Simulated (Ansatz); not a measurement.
**What LuAlH6 (built on the sites of a database entry of LaAlH6) distorts into**

Wanted: the energy along a soft mode of LuAlH6 (built on the sites of a database entry of LaAlH6) and the structure at the end.

Method: DFT LDA, scalar-relativistic, plane waves, PAW, in Ansatz 0.2.0.

The structure was built from a prototype and need not be the compound's stable phase.

### Step 1. Set-up

The structure is trigonal, space group R-3m (No. 166). The conventional cell has a = 6.016 Å, b = 6.016 Å, c = 5.794 Å, α = 90.00°, β = 90.00°, γ = 120.00°. Nearest to Lu lie 12 H at 2.17 to 2.22 Å. Nearest to Al lie 6 H at 1.71 Å. Nearest to H lie 1 Al at 1.71 Å and 3 H at 1.87 to 2.19 Å and 2 Lu at 2.17 to 2.22 Å. Farther neighbours are not listed.

### Step 2. Response at finite wavevector

The cell comes from relaxations at this level that are not shown. Stability and thermal properties need the whole zone. Linear response on a 3×3×3 q mesh gives force constants as far as a supercell of that size would, and the tensors from the zone-centre run are typed in so that the long-range dipole term is interpolated apart.

input.yaml reads:

```yaml
crystal:
  lattice:
    - [3.0081363892, 1.7367499914, 1.931174719]
    - [-3.0081363892, 1.7367499914, 1.931174719]
    - [0.0, -3.4734950708, 1.9311791365]
  atoms:
    - { symbol: Lu, position: [0.5, 0.5, 0.5] }
    - { symbol: Al, position: [0.0, 0.0, 0.0] }
    - { symbol: H, position: [0.9403463438, 0.3154872957, 0.3154872957] }
    - { symbol: H, position: [0.3154872957, 0.9403463438, 0.3154872957] }
    - { symbol: H, position: [0.3154872957, 0.3154872957, 0.9403463438] }
    - { symbol: H, position: [0.0596536562, 0.6845127043, 0.6845127043] }
    - { symbol: H, position: [0.6845127043, 0.0596536562, 0.6845127043] }
    - { symbol: H, position: [0.6845127043, 0.6845127043, 0.0596536562] }
kpoints:
  mp_grid: { grid: [6, 6, 6] }
hamiltonian:
  xc: lda
scf:
  occupations: { method: fixed }
output:
  eigenvalues: true
phonons:
  method: dfpt
  qmesh: [3, 3, 3]
  temperatures: { t_max: 1000, t_step: 50 }
  qpath:
    path:
      - [[0.0, 0.0, 0.0], [0.5, 0.0, 0.0], [0.5, -0.5, 0.5], [0.37273856, -0.62726144, 0.37273856]]
      - [[0.37273856, 0.37273856, 0.37273856], [0.0, 0.0, 0.0], [0.5, -0.5, 0.0]]
    npoints: 10
  non_analytic_term:
    high_frequency_dielectric_tensor: [[8.5282, 0.0, 0.0], [0.0, 8.5282, 0.0], [0.0, 0.0, 8.2015]]
    born_effective_charges:
      - { species: Lu, tensor: [[4.3546, 0.0, 0.0], [0.0, 4.3546, 0.0], [0.0, 0.0, 3.8811]] }
      - { species: Al, tensor: [[2.2035, 0.0, 0.0], [0.0, 2.2035, 0.0], [0.0, 0.0, 2.7311]] }
      - { species: H, tensor: [[-1.3367, -0.4221, -0.1502], [-0.4221, -0.8493, -0.0867], [-0.1851, -0.1069, -1.102]] }
      - { species: H, tensor: [[-1.3367, 0.4221, 0.1502], [0.4221, -0.8493, -0.0867], [0.1851, -0.1069, -1.102]] }
      - { species: H, tensor: [[-0.6057, 0.0, 0.0], [0.0, -1.5804, 0.1735], [0.0, 0.2138, -1.102]] }
      - { species: H, tensor: [[-1.3367, -0.4221, -0.1502], [-0.4221, -0.8493, -0.0867], [-0.1851, -0.1069, -1.102]] }
      - { species: H, tensor: [[-1.3367, 0.4221, 0.1502], [0.4221, -0.8493, -0.0867], [0.1851, -0.1069, -1.102]] }
      - { species: H, tensor: [[-0.6057, 0.0, 0.0], [0.0, -1.5804, 0.1735], [0.0, 0.2138, -1.102]] }
    source: "zone-centre run at this cell"
```

The run is started by

```
$ ansatz run input.yaml --threads 8 --pin off --max-ram 14336MiB --backend cpu --events-out ev --progress --plain --runs-dir out
```

Numbers of over 12 decimals in the logs are rounded to 6 here.

The program printed:

```text
Warning: phonons: the dynamical matrix that this run interpolates holds no multipole term above the dipole-dipole one, and a site of this crystal is no centre of inversion, so its interpolated transverse optical and acoustic branches and sound speeds can stay off near Gamma, and the density of states and the thermodynamics with them. What a run solves at a wave vector of phonons.qpoints, Gamma apart, where the deck admits one, is free of this, and under fd what a larger phonons.supercell samples
Engine: ansatz 0.2.0, x86_64-unknown-linux-gnu
Pseudopotentials: kind: paw
Pseudopotential: Lu, paw, valence charge 25, recommended cutoff 420 eV (normal), Lu.paw.azcp
Pseudopotential: Al, paw, valence charge 3, recommended cutoff 420 eV (normal), Al.paw.azcp
Pseudopotential: H, paw, valence charge 1, recommended cutoff 420 eV (normal), H.paw.azcp
Functional definition: SPW92
  exchange = slater_x
  correlation = pw_c
Crystal: 8 atoms, lattice volume = 60.535 Å³
Basis set: ecut = 420 eV, 1171 PW (Γ), exchange–correlation on 54×54×54 points (8 copies of the dense FFT grid, shifted against one another)
Bands: 25, of which v1, the nominal top of the filled ones, is band 17 counted from 1 (16 counted from 0)
Symmetry: 12 space group operations
k-points: 32 of 216
Non-local potential: Lu, projectors of the file, l = 0: 3, l = 1: 2, l = 2: 2, l = 3: 3
Non-local potential: Al, projectors of the file, l = 0: 2, l = 1: 2, l = 2: 1
Non-local potential: H, projectors of the file, l = 0: 2, l = 1: 1
PAW form: soft (Blöchl's): semilocal exchange-correlation on the pseudo side does not see the compensation charge
PAW frozen core: Lu, regenerated for the run's functional, and the local potential with it (the file was generated under x = pbe(κ = 0.804, μ = 0.219515), c = pbe(β = 0.066725))
PAW frozen core: Al, regenerated for the run's functional, and the local potential with it (the file was generated under x = pbe(κ = 0.804, μ = 0.219515), c = pbe(β = 0.066725))
PAW one-centre angular grid: Lu, 590 points (default); XC on 64 Gauss nodes
PAW one-centre angular grid: Al, 110 points (default); XC on 64 Gauss nodes
PAW one-centre angular grid: H, 110 points (default); XC on 64 Gauss nodes
Initial density: superposition of atomic densities (neutral atoms: chi_scale 0, normalization atom), corrected by the library's trained network
Initial wavefunctions: pseudopotential atomic-orbital guess
Functional: x = slater, c = lda
SCF iter   1: F=—  HF=-15101.852741 eV  |F-HF|=—  |Δ(HF+E_count)|=         —  Δρ=1.02e-2  dr2=4.36e-2  ethr=1.77e-3  ⟨swp⟩=5.0  Hψ=3577  notcnv=0  defer=151
preconditioner: auto → none  [insulator: Δε(μ)=1.524 eV  Ē_g=14.032 eV  n_scr=12 (ndim 8)  ℏωp=27.0 eV  f_vac=0.000  ε∞_Penn≈4.7]
SCF iter   2: F=—  HF=-15101.837784 eV  |F-HF|=—  |Δ(HF+E_count)|=   1.50e-2  Δρ=3.54e-3  dr2=4.80e-3  ethr=1.28e-4  ⟨swp⟩=2.9  Hψ=1707  notcnv=0  defer=191
SCF iter   3: F=—  HF=-15101.836537 eV  |F-HF|=—  |Δ(HF+E_count)|=   1.25e-3  Δρ=2.04e-3  dr2=1.56e-3  ethr=1.41e-5  ⟨swp⟩=3.7  Hψ=1720  notcnv=0  defer=191
SCF iter   4: F=—  HF=-15101.835237 eV  |F-HF|=—  |Δ(HF+E_count)|=   1.30e-3  Δρ=4.77e-4  dr2=7.52e-5  ethr=4.60e-6  ⟨swp⟩=3.6  Hψ=2123  notcnv=0  defer=190
SCF iter   5: F=—  HF=-15101.835215 eV  |F-HF|=—  |Δ(HF+E_count)|=   2.21e-5  Δρ=1.23e-4  dr2=3.83e-6  ethr=2.21e-7  ⟨swp⟩=2.2  Hψ=1266  notcnv=0  defer=183
SCF iter   6: F=—  HF=-15101.835215 eV  |F-HF|=—  |Δ(HF+E_count)|=   6.97e-7  Δρ=3.82e-5  dr2=3.31e-7  ethr=1.13e-8  ⟨swp⟩=2.7  Hψ=1546  notcnv=0  defer=166
SCF iter   7: F=—  HF=-15101.835214 eV  |F-HF|=—  |Δ(HF+E_count)|=   1.87e-7  Δρ=1.08e-5  dr2=3.86e-8  ethr=9.75e-10  ⟨swp⟩=2.8  Hψ=1290  notcnv=0  defer=127
SCF iter   8: F=—  HF=-15101.835214 eV  |F-HF|=—  |Δ(HF+E_count)|=   1.14e-8  Δρ=3.15e-6  dr2=1.70e-9  ethr=1.14e-10  ⟨swp⟩=2.0  Hψ=1267  notcnv=0  defer=126
SCF iter   9: F=—  HF=-15101.835214 eV  |F-HF|=—  |Δ(HF+E_count)|=  3.44e-10  Δρ=7.24e-7  dr2=1.79e-10  ethr=4.99e-12  ⟨swp⟩=2.4  Hψ=1100  notcnv=0  defer=126
SCF iter  10: F=-15101.835214 eV  HF=-15101.835214 eV  |F-HF|=5.46e-12  |Δ(HF+E_count)|=  4.91e-11  Δρ=8.22e-8  dr2=2.30e-12  ethr=1.00e-12  ⟨swp⟩=14.2  Hψ=7555  notcnv=0
SCF 1 converged in 10 iterations: F = -15101.835214 eV  dr2 = 2.30e-12
  greatest PAW one-centre occupation: 0.998 electrons in one spin orbital (limit 2), on the Lu atom at site 0 (counted from 0), in its partial waves of l = 0
NSCF: frozen V_eff on 32 k-points
NSCF: frozen V_eff on 112 k-points
DFPT response loops at q = (0, 0, 0) (fractional): preconditioner auto → none (the input reference at scf.mixing.eps_inf says where Resta's filter doesn't serve); β = 0.50; Broyden in place of MSR1
NSCF: frozen V_eff on 432 k-points
DFPT response loops at q = (0, 0, 0.333333) (fractional): preconditioner auto → Resta (q_TF=auto, 2.478 Å⁻¹)  ε∞=6.1 (no band partly filled); β = 1.00, the filter's whole step (`scf.mixing.beta` (0.50) is not read by the response loops at its default; to damp them type it under 1.00, their step now; it binds the ground state too); Broyden in place of MSR1
NSCF: frozen V_eff on 432 k-points
DFPT response loops at q = (0, 0.333333, 0.333333) (fractional): mixed as the last ones told, above
NSCF: frozen V_eff on 432 k-points
DFPT response loops at q = (0, 0.333333, -0.333333) (fractional): mixed as the last ones told, above
NSCF: frozen V_eff on 432 k-points
DFPT response loops at q = (0.333333, 0.333333, 0.333333) (fractional): mixed as the last ones told, above
NSCF: frozen V_eff on 432 k-points
DFPT response loops at q = (0.333333, 0.333333, -0.333333) (fractional): mixed as the last ones told, above
SCF converged after 10 iterations
Free energy (F): -15101.835214 eV
Harris-Foulkes:  -15101.835214 eV  (|F-HF|=5.46e-12)
Internal energy: -15101.835214 eV  (E = F + TS)
E sigma→0 (E₀):  -15101.835214 eV
Fermi energy:    8.123886 eV
--- Per-component energies (eV) ---
  E_band       = -96.099082
  E_kinetic    = 529.887622
  E_local      = -7904.618141  (includes V_loc(G=0)·N_el)
  E_nonlocal   = 605.652978
  E_hartree    = 3347.742458
  E_xc         = -312.283452
  E_vxc        = -361.032056  (∫ρ·V_xc dr)
  E_paw        = -7581.886486  (= ΣΔE_a)
  E_vpaw       = 338.532610  (= ΣTr[D̂ρ^β])
  E_aug_tail   = -0.007159  (compensation charges beyond the density's cutoff)
  E_ewald      = -3788.697386
  E_core_change = 2.374351  (= ΣΔE_core)
  E_smearing   = -0.000000  (= −TS)
  E_closure    = -0.000000  (closes the sum)
  Σ components = -15101.835214   (vs F -15101.835214, Δ=0.00e0)
--- Band table (eV; the first three rows and the last of 32) ---
  k-point 0: bands = [... 13 lower, 4.5828, 5.8889, 6.4546, 6.4546, 9.7605, 11.6065, 11.6065, 13.3369, ... 4 higher]
  k-point 1: bands = [... 13 lower, 4.4726, 5.7669, 6.4725, 6.8034, 10.4441, 11.4334, 12.1849, 13.7446, ... 4 higher]
  k-point 2: bands = [... 13 lower, 4.2923, 5.2710, 7.1999, 7.5940, 11.1145, 11.2232, 13.3249, 13.4307, ... 4 higher]
  k-point 31: bands = [... 13 lower, 4.0651, 4.1794, 4.5664, 4.5664, 11.3016, 11.4918, 13.1687, 13.1687, ... 4 higher]
--- Phonons (Γ-DFPT): 6 representative perturbations + reference (Σ response iterations 22) ---
  ASR residual: 1.558e-4 → 0.000e0 eV/Å²; symmetrization residual: 5.931e-6 eV/Å²
  ASR residual per site (eV/Å²): 1.56e-4 4.90e-6 3.27e-6 3.27e-6 3.27e-6 3.27e-6 3.27e-6 3.27e-6
  Γ frequencies (cm⁻¹): -298.14 0.00 0.00 0.00 162.35 162.35 277.14 591.62 591.62 777.29 781.82 811.74 811.74 874.21 874.21 999.86 999.86 1132.62 1455.78 1455.78 1578.56 1597.02 1597.02 1725.92
--- Phonons (arbitrary-q DFPT): 6 irreducible q on the 3×3×3 mesh ---
  q = [0.0000, 0.0000, 0.0000] (star 1, of the zone-centre solve; hermiticity 2.83e-7, symmetrization 1.42e-7): -298.14 -0.00 0.00 0.00 162.35 162.35 277.14 591.62 591.62 777.29 781.82 811.74 811.74 874.21 874.21 999.86 999.86 1132.62 1455.78 1455.78 1578.56 1597.02 1597.02 1725.92
  q = [0.0000, 0.0000, 0.3333] (star 6, 12 solved perturbations in 1782 linear systems a pass and spin channel, the states on 216 of 216 k-point pairs; hermiticity 1.95e-8, symmetrization 3.22e-12): 59.03 72.77 118.83 185.01 226.87 273.92 335.20 604.36 627.94 652.61 728.39 806.28 878.86 904.69 974.53 1033.97 1047.13 1101.77 1425.56 1501.24 1561.78 1609.57 1670.22 1708.02
  q = [0.0000, 0.3333, 0.3333] (star 6, 9 solved perturbations on 216 of 216 k-point pairs: no pair is spared here; hermiticity 2.43e-7, symmetrization 9.11e-8): 77.08 81.83 121.85 215.19 245.31 344.42 391.72 599.87 648.97 681.32 706.44 803.88 876.25 900.82 982.40 986.22 1024.02 1118.83 1452.70 1471.10 1574.21 1585.55 1666.71 1709.96
  q = [0.0000, 0.3333, -0.3333] (star 6, 9 solved perturbations on 216 of 216 k-point pairs: no pair is spared here; hermiticity 3.12e-7, symmetrization 1.18e-7): 72.99 74.84 96.35 175.44 243.07 323.55 483.10 554.92 610.93 736.24 759.50 815.45 885.59 897.08 939.02 947.18 986.69 1124.95 1434.62 1481.88 1571.94 1611.51 1657.10 1711.33
  q = [0.3333, 0.3333, 0.3333] (star 2, 6 solved perturbations in 936 linear systems a pass and spin channel, the states on 216 of 216 k-point pairs; hermiticity 2.38e-7, symmetrization 1.19e-7): 91.06 96.50 96.50 231.41 231.41 346.24 355.78 574.75 574.75 735.58 846.32 846.32 899.10 899.10 921.21 955.56 955.56 1132.34 1443.77 1443.77 1588.76 1588.76 1676.04 1696.75
  q = [0.3333, 0.3333, -0.3333] (star 6, 12 solved perturbations in 1782 linear systems a pass and spin channel, the states on 216 of 216 k-point pairs; hermiticity 2.67e-8, symmetrization 1.83e-12): 94.20 97.83 118.68 221.87 234.84 327.58 492.48 558.42 608.51 636.67 821.54 828.80 905.95 932.58 969.49 982.66 983.74 1073.55 1467.56 1489.16 1566.95 1595.15 1638.90 1718.16
  sum rule: each row above includes the acoustic sum rule's correction from the zone centre's row sums; it moved no ω² by more than (0.94 cm⁻¹)²
  mesh force constants: q→R imaginary residual 1.25e-16; ASR residual 1.558e-4 → 0.000e0 eV/Å²; symmetrization residual 6.217e-15 eV/Å²
  interpolated dispersion: 53 rows × 24 modes
  density of states and harmonic sums: on the 18×18×18 q-mesh, interpolated from the force constants of a 3×3×3 supercell (with the dipole–dipole term of supplied tensors)
  largest difference from the sums on the solved wave vectors: F 2.50e-2 eV, S 3.26e-5 and C_V 9.44e-6 eV/K
  zero-point energy: 1.252853 eV/cell   skipped modes (ω ≤ 0): 49, of them read as no rigid motion or as one in doubt: 46 (6.396e-2 modes/cell left out, lowest -298.14 cm⁻¹)   left out of the sums: 2.69e-3 of the cell's modes: C_V's classical limit lies that fraction below 3 k_B per atom; for a crystal, a wire or a layer, F and S can be off by more, and a phonons.interpolated_qmesh denser along its periods is the remedy for the sampling
```

Run time: 90 s. Hardware: 8 threads of Intel Xeon 6975P-C (Granite Rapids), shared host; peak memory 1.1 GiB; 11 min of CPU time.

In the SCF lines HF is the Harris–Foulkes energy and dr2 the Hartree energy of the density residual, in eV; the loop may stop once dr2 is under the threshold and the program's other checks hold. Hψ counts applications of the Hamiltonian.

Numbers from this step:

| Property | Result |
| --- | --- |
| gap on the k-mesh | 1.637 eV |
| volume per atom | 7.567 Å³ |
| sum-rule residual before enforcement | 1.56e-4 eV/Å² |
| lowest frequency on the path | -298.1 cm⁻¹ |
| point group | -3m |
| highest frequency on the path or at a solved wavevector | 1726 cm⁻¹ |
| highest optical mode at the zone centre (no LO-TO term) | 1726 cm⁻¹ |
| lowest optical zone-centre mode | -298.1 cm⁻¹ |
| lowest mode on the q mesh (acoustic modes at Γ apart) | -298.1 cm⁻¹ |

Frequencies (cm⁻¹) solved at each irreducible wavevector; negative means imaginary. Frequencies by wavevector, by row:

```csv
q in reciprocal lattice units,star,mode 1,mode 2,mode 3,mode 4,mode 22,mode 23,mode 24
0 0 0,1,-298.1,0,0,0,1597,1597,1726
0 0 0.3333,6,59,72.8,118.8,185,1610,1670,1708
0 0.3333 0.3333,6,77.1,81.8,121.8,215.2,1586,1667,1710
0 0.3333 -0.3333,6,73,74.8,96.3,175.4,1612,1657,1711
0.3333 0.3333 0.3333,2,91.1,96.5,96.5,231.4,1589,1676,1697
0.3333 0.3333 -0.3333,6,94.2,97.8,118.7,221.9,1595,1639,1718
```

Interpolated from a 3×3×3 q mesh, with the LO-TO term (at Γ the limit along the path; where Γ stands inside the path, tables give the limit on arrival). Phonon branches along the path, in cm⁻¹:

```csv
point,branch 1,branch 2,branch 3,branch 4,branch 21,branch 22,branch 23,branch 24
Γ,-298,0,0,0,1597,1597,1598,1726
halfway,19,63,81,99,1556,1606,1657,1715
L,65,80,134,210,1568,1613,1687,1696
halfway,90,92,129,218,1568,1595,1643,1717
T,113,113,130,238,1548,1548,1649,1721
halfway,110,110,117,233,1562,1562,1655,1716
P0,95,102,102,229,1580,1580,1670,1703
jump to P2,95,102,102,229,1580,1580,1670,1703
halfway,67,67,107,127,1609,1609,1648,1711
Γ,-298,0,0,0,1597,1597,1597,1726
halfway,54,69,93,167,1574,1624,1655,1714
F,76,93,94,182,1573,1585,1652,1710
```

Symmetry leaves 6 wavevectors to solve. The lowest mode among them, the acoustic zeros apart, lies at Γ and is imaginary, 298.1i cm⁻¹, so the energy falls along it.

### Step 3. The mode frozen in, largest atomic shift 0 Å

The mode followed lies at Γ with frequency 298.1i cm⁻¹, the softest among the wavevectors solved. At small amplitude the distorted cell has space group no. 148 by a symmetry search on the positions. The undistorted cell that holds it gives the zero of energy on the same k mesh.

input.yaml, the sections that differ from step 2:

```yaml
scf:
  occupations: { method: gaussian, width: 0.02 }
output:
  forces: true
  stress: true
  eigenvalues: true
# crystal, kpoints, hamiltonian: as in step 2
# phonons: removed
```

The program printed:

```text
[...]
Crystal: 8 atoms, lattice volume = 60.535 Å³
Basis set: ecut = 420 eV, 1171 PW (Γ)
Bands: 25, of which v1, the nominal top of the filled ones, is band 17 counted from 1 (16 counted from 0)
Symmetry: 12 space group operations
[...]
k-points: 32 of 216
[...]
k-point 0: bands = [... 13 lower, 4.5828, 5.8889, 6.4546, 6.4546, 9.7605, 11.6065, 11.6065, 13.3369, ... 2 higher]
  k-point 1: bands = [... 13 lower, 4.4726, 5.7669, 6.4725, 6.8034, 10.4442, 11.4334, 12.1849, 13.7446, ... 2 higher]
  k-point 2: bands = [... 13 lower, 4.2923, 5.2711, 7.1999, 7.5940, 11.1146, 11.2233, 13.3250, 13.4307, ... 2 higher]
  k-point 31: bands = [... 13 lower, 4.0654, 4.1796, 4.5665, 4.5665, 11.3016, 11.4918, 13.1688, 13.1688, ... 2 higher]
[key lines of the parts left out:]
SCF converged after 7 iterations
Free energy (F): -15101.835213 eV
Fermi energy:    8.942329 eV
P = ⅓ Tr σ = -0.0027 GPa (-0.027 kbar)
```

The job ended after 0.43 s (8 threads; peak memory 0.43 GiB; 1.8 s of CPU time).

This step gave:

| Property | Result |
| --- | --- |
| pressure | -0.002700 GPa |
| energy from the undistorted cell | 0 meV/atom |

At this level the gap is 1.64 eV on the k-mesh of the self-consistent run, which can miss the band edges.

### Step 4. The mode frozen in, largest atomic shift 0.22 Å

The atoms are moved along the unstable eigenvector, the largest shift by 0.22 Å, with the cell fixed.

input.yaml reads:

```yaml
crystal:
  lattice:
    - [3.0081363892, 1.7367499914, 1.931174719]
    - [-3.0081363892, 1.7367499914, 1.931174719]
    - [0.0, -3.4734950708, 1.9311791365]
  atoms:
    - { symbol: Lu, position: [0.5, 0.5, 0.5] }
    - { symbol: Al, position: [0.0, 0.0, 0.0] }
    - { symbol: H, position: [0.9403463438, 0.3520547866, 0.2789198048] }
    - { symbol: H, position: [0.2789198048, 0.9403463438, 0.3520547866] }
    - { symbol: H, position: [0.3520547866, 0.2789198048, 0.9403463438] }
    - { symbol: H, position: [0.0596536562, 0.6479452134, 0.7210801952] }
    - { symbol: H, position: [0.7210801952, 0.0596536562, 0.6479452134] }
    - { symbol: H, position: [0.6479452134, 0.7210801952, 0.0596536562] }
kpoints:
  mp_grid: { grid: [6, 6, 6] }
hamiltonian:
  xc: lda
scf:
  occupations: { method: gaussian, width: 0.02 }
output:
  forces: true
  stress: true
  eigenvalues: true
```

The program printed:

```text
[...]
Crystal: 8 atoms, lattice volume = 60.535 Å³
Basis set: ecut = 420 eV, 1171 PW (Γ)
Bands: 25, of which v1, the nominal top of the filled ones, is band 17 counted from 1 (16 counted from 0)
Symmetry: 6 space group operations
[...]
k-points: 40 of 216
[...]
k-point 0: bands = [... 13 lower, 4.6683, 5.9934, 6.5273, 6.5273, 9.7962, 11.6230, 11.6230, 13.3959, ... 2 higher]
  k-point 1: bands = [... 13 lower, 4.5764, 5.8657, 6.5599, 6.8567, 10.4749, 11.4329, 12.1770, 13.7221, ... 2 higher]
  k-point 2: bands = [... 13 lower, 4.4019, 5.4271, 7.2000, 7.6251, 11.0988, 11.2657, 12.8113, 13.4615, ... 2 higher]
  k-point 39: bands = [... 13 lower, 4.0544, 4.1785, 4.6461, 4.6461, 11.3569, 11.4855, 13.2074, 13.2074, ... 2 higher]
[key lines of the parts left out:]
SCF converged after 8 iterations
Free energy (F): -15101.865791 eV
Fermi energy:    8.988065 eV
P = ⅓ Tr σ = -1.3376 GPa (-13.376 kbar)
```

Elapsed: 0.54 s, on 8 threads; peak memory 0.48 GiB; 2.5 s of CPU time.

This step gave:

| Quantity | Value |
| --- | --- |
| pressure | -1.338 GPa |
| gap on the k-mesh | 1.617 eV |
| energy from the undistorted cell | -3.822 meV/atom |

The energy, extrapolated to zero smearing, is -3.82 meV/atom against the undistorted cell.

The run ends at a pressure of -1.34 GPa, with forces up to 0.091 eV/Å.

### Step 5. Energy along the mode, all amplitudes (two of the runs are shown above)

An imaginary frequency means negative curvature, so the energy should fall and then rise again as anharmonic terms take over.

Numbers from this step:

```yaml
depth_at_the_lowest_point_sampled: 3.822 meV/atom
largest_atomic_shift_at_that_point: 0.22 Å
```

Energy from the parent against largest atomic shift:

```csv
largest atomic shift (Å),energy from the parent (meV/atom)
0.000,0
0.040,-0.195
0.080,-0.752
0.140,-2.06
0.220,-3.82
0.320,-3.35
0.450,9.22
```

Displacement at unit largest shift by atom:

```
atom  x (Å)  y (Å)  z (Å)  size
 Lu1   0.00   0.00   0.00  0.00
 Al2   0.00   0.00   0.00  0.00
  H3  -0.50   0.87   0.00  1.00
  H4  -0.50  -0.87   0.00  1.00
  H5   1.00   0.00   0.00  1.00
  H6   0.50  -0.87   0.00  1.00
  H7   0.50   0.87   0.00  1.00
  H8  -1.00   0.00   0.00  1.00
```

The lowest of the steps tried is at 0.22 Å, 3.82 meV/atom below the parent; the bottom of the well need not coincide with a step.

(Continued in part 2 of 3.)

[Logs are printed without paths, hosts, clocks, repeated set-up lines and the standing remarks that a program may print on its own settings, such as how far it seeks lower states.]

[Hosts, paths, dates, database ids (printed as entryN), source tags and the programs' standing remarks are cut or masked in the printed files.]
